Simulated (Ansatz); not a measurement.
# Te2Mo (P6_3/mmc): the dielectric response by several routes, part 2 of 2

How strongly does Te2Mo (P6_3/mmc) screen? Routes: perturbation theory, a sum over states and the RPA step of G0W0.

Ansatz 0.2.0; linear response on PBE, plane waves, PAW. Known limits of the many-body steps: not at the basis limit; no spin-orbit coupling; coarse k mesh.

So far. Step 2 (Response to a homogeneous field): One over ε∞ averages 0.06, well under the quarter of exact exchange in PBE0, which by this rule of thumb may open the gap too far. Step 3 (Independent-particle spectrum): The sum gives ε∞ = 21.03 and 14.27 without local fields.

## Step 3: Independent-particle spectrum (continued)

Level of this step: independent-particle optics on PBE, plane waves, PAW (Ansatz).

The ε₂ has structure finer than the step of the table below, so its rows give means over 1 eV, whole bins alone (the curve runs from 0 to 25 eV). Peaks (eV: height): xx=yy 1.7: 21.6, 2.6: 23.7, 8.4: 7.06; zz 2.0: 11.0, 4.0: 25.4, 6.3: 11.4.

Independent particles, no local fields, Gaussian width 0.2 eV. The ε₂ by photon energy; means over each step:

```csv
photon energy (eV),xx=yy,zz
1,4.73,0.467
2,19.7,8.35
3,21.6,10.4
4,17.0,19.8
5,11.1,11.8
6,3.91,9.26
7,3.09,8.84
8,6.09,6.54
9,5.67,6.03
10,3.22,2.77
11,2.31,1.94
12,1.95,2.19
13,1.45,1.37
14,1.06,0.790
15,0.821,0.620
16,0.564,0.482
17,0.438,0.432
18,0.356,0.323
19,0.272,0.249
20,0.228,0.205
21,0.195,0.189
22,0.172,0.167
23,0.144,0.145
24,0.141,0.148
```

Independent particles, no local fields, Gaussian width 0.2 eV. The loss function by photon energy; read off at these points:

```csv
photon energy (eV),xx=yy,zz
0.0,0,0
1.0,0.00226,1.9e-4
2.0,0.0299,0.0271
3.0,0.0449,0.0256
4.0,0.0621,0.0368
5.0,0.0656,0.0719
6.0,0.142,0.0973
7.0,0.325,0.113
8.0,0.145,0.137
9.0,0.146,0.124
10.0,0.171,0.121
11.0,0.269,0.263
12.0,0.315,0.249
13.0,0.351,0.240
14.0,0.475,0.329
15.0,0.565,0.441
16.0,0.849,0.883
17.0,1.39,1.33
18.0,2.10,2.09
19.0,3.57,3.57
19.4,3.96,4.80
19.5,3.88,4.89
20.0,3.56,3.99
21.0,2.13,2.71
22.0,1.32,1.55
23.0,0.743,0.859
24.0,0.490,0.662
25.0,0.441,0.509
```

Independent particles, no local fields, Gaussian width 0.2 eV. ε₁ against photon energy:

```csv
photon energy (eV),xx=yy,zz
0,21.0,14.2
1,28.4,16.1
2,16.7,16.9
3,6.24,16.9
4,-1.96,6.62
5,-6.70,-4.98
6,-3.51,2.74
7,0.247,-1.10
8,1.39,-2.81
9,-2.50,-3.51
10,-2.93,-3.80
11,-1.80,-1.90
12,-1.52,-1.86
13,-1.43,-1.97
14,-1.05,-1.30
15,-0.883,-1.01
16,-0.588,-0.561
17,-0.352,-0.372
18,-0.206,-0.229
19,-0.0206,-0.0889
20,0.107,0.0978
21,0.232,0.184
22,0.319,0.284
23,0.419,0.383
24,0.515,0.445
25,0.563,0.483
```

## Step 4: RPA screening from the G0W0 run

Now the one-shot GW correction: screening in the RPA, then the self-energy of the levels asked for.

This step: G0W0 on PBE, plane waves, PAW.

Input file input.yaml:

```yaml
crystal:
  lattice:
    - [3.5182, 0.0, 0.0]
    - [-1.7591, 3.0468505756, 0.0]
    - [0.0, 0.0, 13.9736]
  atoms:
    - { symbol: Te, position: [0.3333333333, 0.6666666667, 0.621] }
    - { symbol: Te, position: [0.6666666667, 0.3333333333, 0.121] }
    - { symbol: Te, position: [0.3333333333, 0.6666666667, 0.879] }
    - { symbol: Te, position: [0.6666666667, 0.3333333333, 0.379] }
    - { symbol: Mo, position: [0.3333333333, 0.6666666667, 0.25] }
    - { symbol: Mo, position: [0.6666666667, 0.3333333333, 0.75] }
kpoints:
  mp_grid: { grid: [6, 6, 2] }
hamiltonian:
  xc: pbe
scf:
  occupations: { method: fixed }
gw:
  n_empty_bands: 1035
  ecut_chi: 210.0
  qp_bands: [v2, c2]
  qp_kpoints: band_edges
  screening: { model: contour_deformation }
```

The run is started by

```sh
$ ansatz run input.yaml --threads 3 --pin off --max-ram 92160MiB --backend cuda --events-out ev --progress --plain --runs-dir out --devices 1 --max-vram 13GiB  # rebuilt from the run's record
```

Numbers of over 12 decimals in the logs are rounded to 6 here.

The program printed:

```text
GPUs: using 1 of 1 available (devices: 1).
[...]
GPU FFT provider: cuFFT
GPU libraries: cuBLAS 13.8.2, cuFFT 12.4.0, cuSOLVER 12.3.4
Crystal: 6 atoms, lattice volume = 149.789 Å³
Basis set: ecut = 420 eV, 2909 PW (Γ)
Bands: 56, of which v1, the nominal top of the filled ones, is band 46 counted from 1 (45 counted from 0)
Symmetry: 24 space group operations
[...]
k-points: 14 of 72
[...]
1    48     15.4167   -12.5953    -4.2690   -16.8153  0.7259    15.3678    15.3677  root
[...]
13    45     12.2673   -18.0639     0.1128   -17.8507  0.7137    12.1669    12.1671  root
    13    46     12.2673   -18.0639     0.1128   -17.8507  0.7137    12.1669    12.1671  root
    13    47     13.4563   -15.3359    -4.1258   -19.6408  0.7037    13.6361    13.6354  root
    13    48     13.4563   -15.3359    -4.1258   -19.6408  0.7037    13.6361    13.6354  root
[key lines of the parts left out:]
SCF converged after 7 iterations
Free energy (F): -37833.393800 eV
Fermi energy:    12.476785 eV
```

Wall time 100 s (1 × NVIDIA H100 80GB HBM3 (shared by 6 runs) with 3 threads of AMD EPYC 7R13 (Zen 3), shared host); peak memory 4.5 GiB.

Numbers from this step:

| Property | Result |
| --- | --- |
| bands summed | 1081 |
| RPA ε∞ on this mesh (eigenvalues) | 10.65, 19.51, 19.51 |
| plane waves in the screening matrix | 999 |
| G0W0 gap on the mesh | 1.018 eV |
| k of the valence top | 0, 0, 0 |
| k of the conduction bottom | 0.1667, 0.1667, 0 |
| starting gap on the mesh | 0.8260 eV |
| least direct G0W0 gap on the computed points | 1.305 eV |

The gap on the mesh goes from 0.83 eV to 1.02 eV, a correction of +0.19 eV. Between the two edge states, bare exchange in place of the xc potential would open the gap by 4.04 eV, and correlation takes back 3.85 eV.

Mean over the mesh in bins of 0.25 1/Å. The static inverse dielectric function, diagonal by length of q+G:

```csv
length of q+G (Å⁻¹),"static inverse dielectric function, diagonal"
0.31,0.0876
0.51,0.119
0.73,0.172
0.99,0.250
1.26,0.336
1.50,0.413
1.76,0.489
2.01,0.558
2.25,0.617
2.50,0.668
2.75,0.714
3.01,0.755
3.25,0.790
3.50,0.822
3.75,0.850
4.00,0.875
4.25,0.896
4.50,0.913
4.75,0.927
5.00,0.938
5.25,0.947
5.50,0.955
5.75,0.961
6.00,0.967
6.26,0.972
6.51,0.977
6.75,0.980
7.00,0.983
7.25,0.986
7.40,0.988
```

## Step 5: The values together

Times are wall times on 1 × NVIDIA H100 80GB HBM3 (shared by 6 runs) with 3 threads of AMD EPYC 7R13 (Zen 3), shared host, good to a factor of about two.

```csv
method,mesh,"ε∞, low",middle,high,mean,time
perturbation theory (local fields and xc kernel),9×9×2 (response on 784 points),10.81,20.02,20.02,16.95,84 s
sum over states (no local fields),12×12×2,14.27,21.03,21.03,18.78,62 s
"RPA with local fields, on the GW mesh",6×6×2,10.65,19.51,19.51,16.56,100 s
```

## Step 6: Summary of results

- perturbation theory (local fields and xc kernel): 10.81, 20.02, 20.02
- sum over states (no local fields): 14.27, 21.03, 21.03
- RPA with local fields, on the GW mesh: 10.65, 19.51, 19.51

In words: Mean Born effective charge: Te1 1.36, Mo5 -2.72 e. Distinct peaks of the ε₂ (xx=yy) stand at 1.7, 2.6 and 8.4 eV; the one at 2.6 eV is strongest. The loss function (xx=yy) has its highest peak at 19.4 eV. The sum without local fields gives 18.78 in the mean against 16.95 by perturbation theory; local fields lower ε∞ and the xc kernel gives part of it back, though the sum also carries the error of its own mesh. The RPA values on the 6×6×2 mesh average 0.98 times those of perturbation theory (means 16.56 and 16.95, which can hide unlike anisotropies). Without the xc kernel RPA should lie a little lower, and the mean does, by little. Ions are clamped, so the lattice part of the static constant is not in these numbers.

[Paths, hosts, dates, memory and timing lines, banners, echoed tables and standing remarks are left out of the program output.]

[Logs are printed without paths, hosts, clocks, repeated set-up lines and the standing remarks that a program may print on its own settings, such as how far it seeks lower states.]

[Runs of the session that timed out or met a known fault of the program may be left out.]

[Cells called generated may have been cut or substituted from an entry of the Crystallography Open Database or the Materials Project.]

[Hosts, paths, dates, database ids (printed as entryN), source tags and the programs' standing remarks are cut or masked in the printed files.]
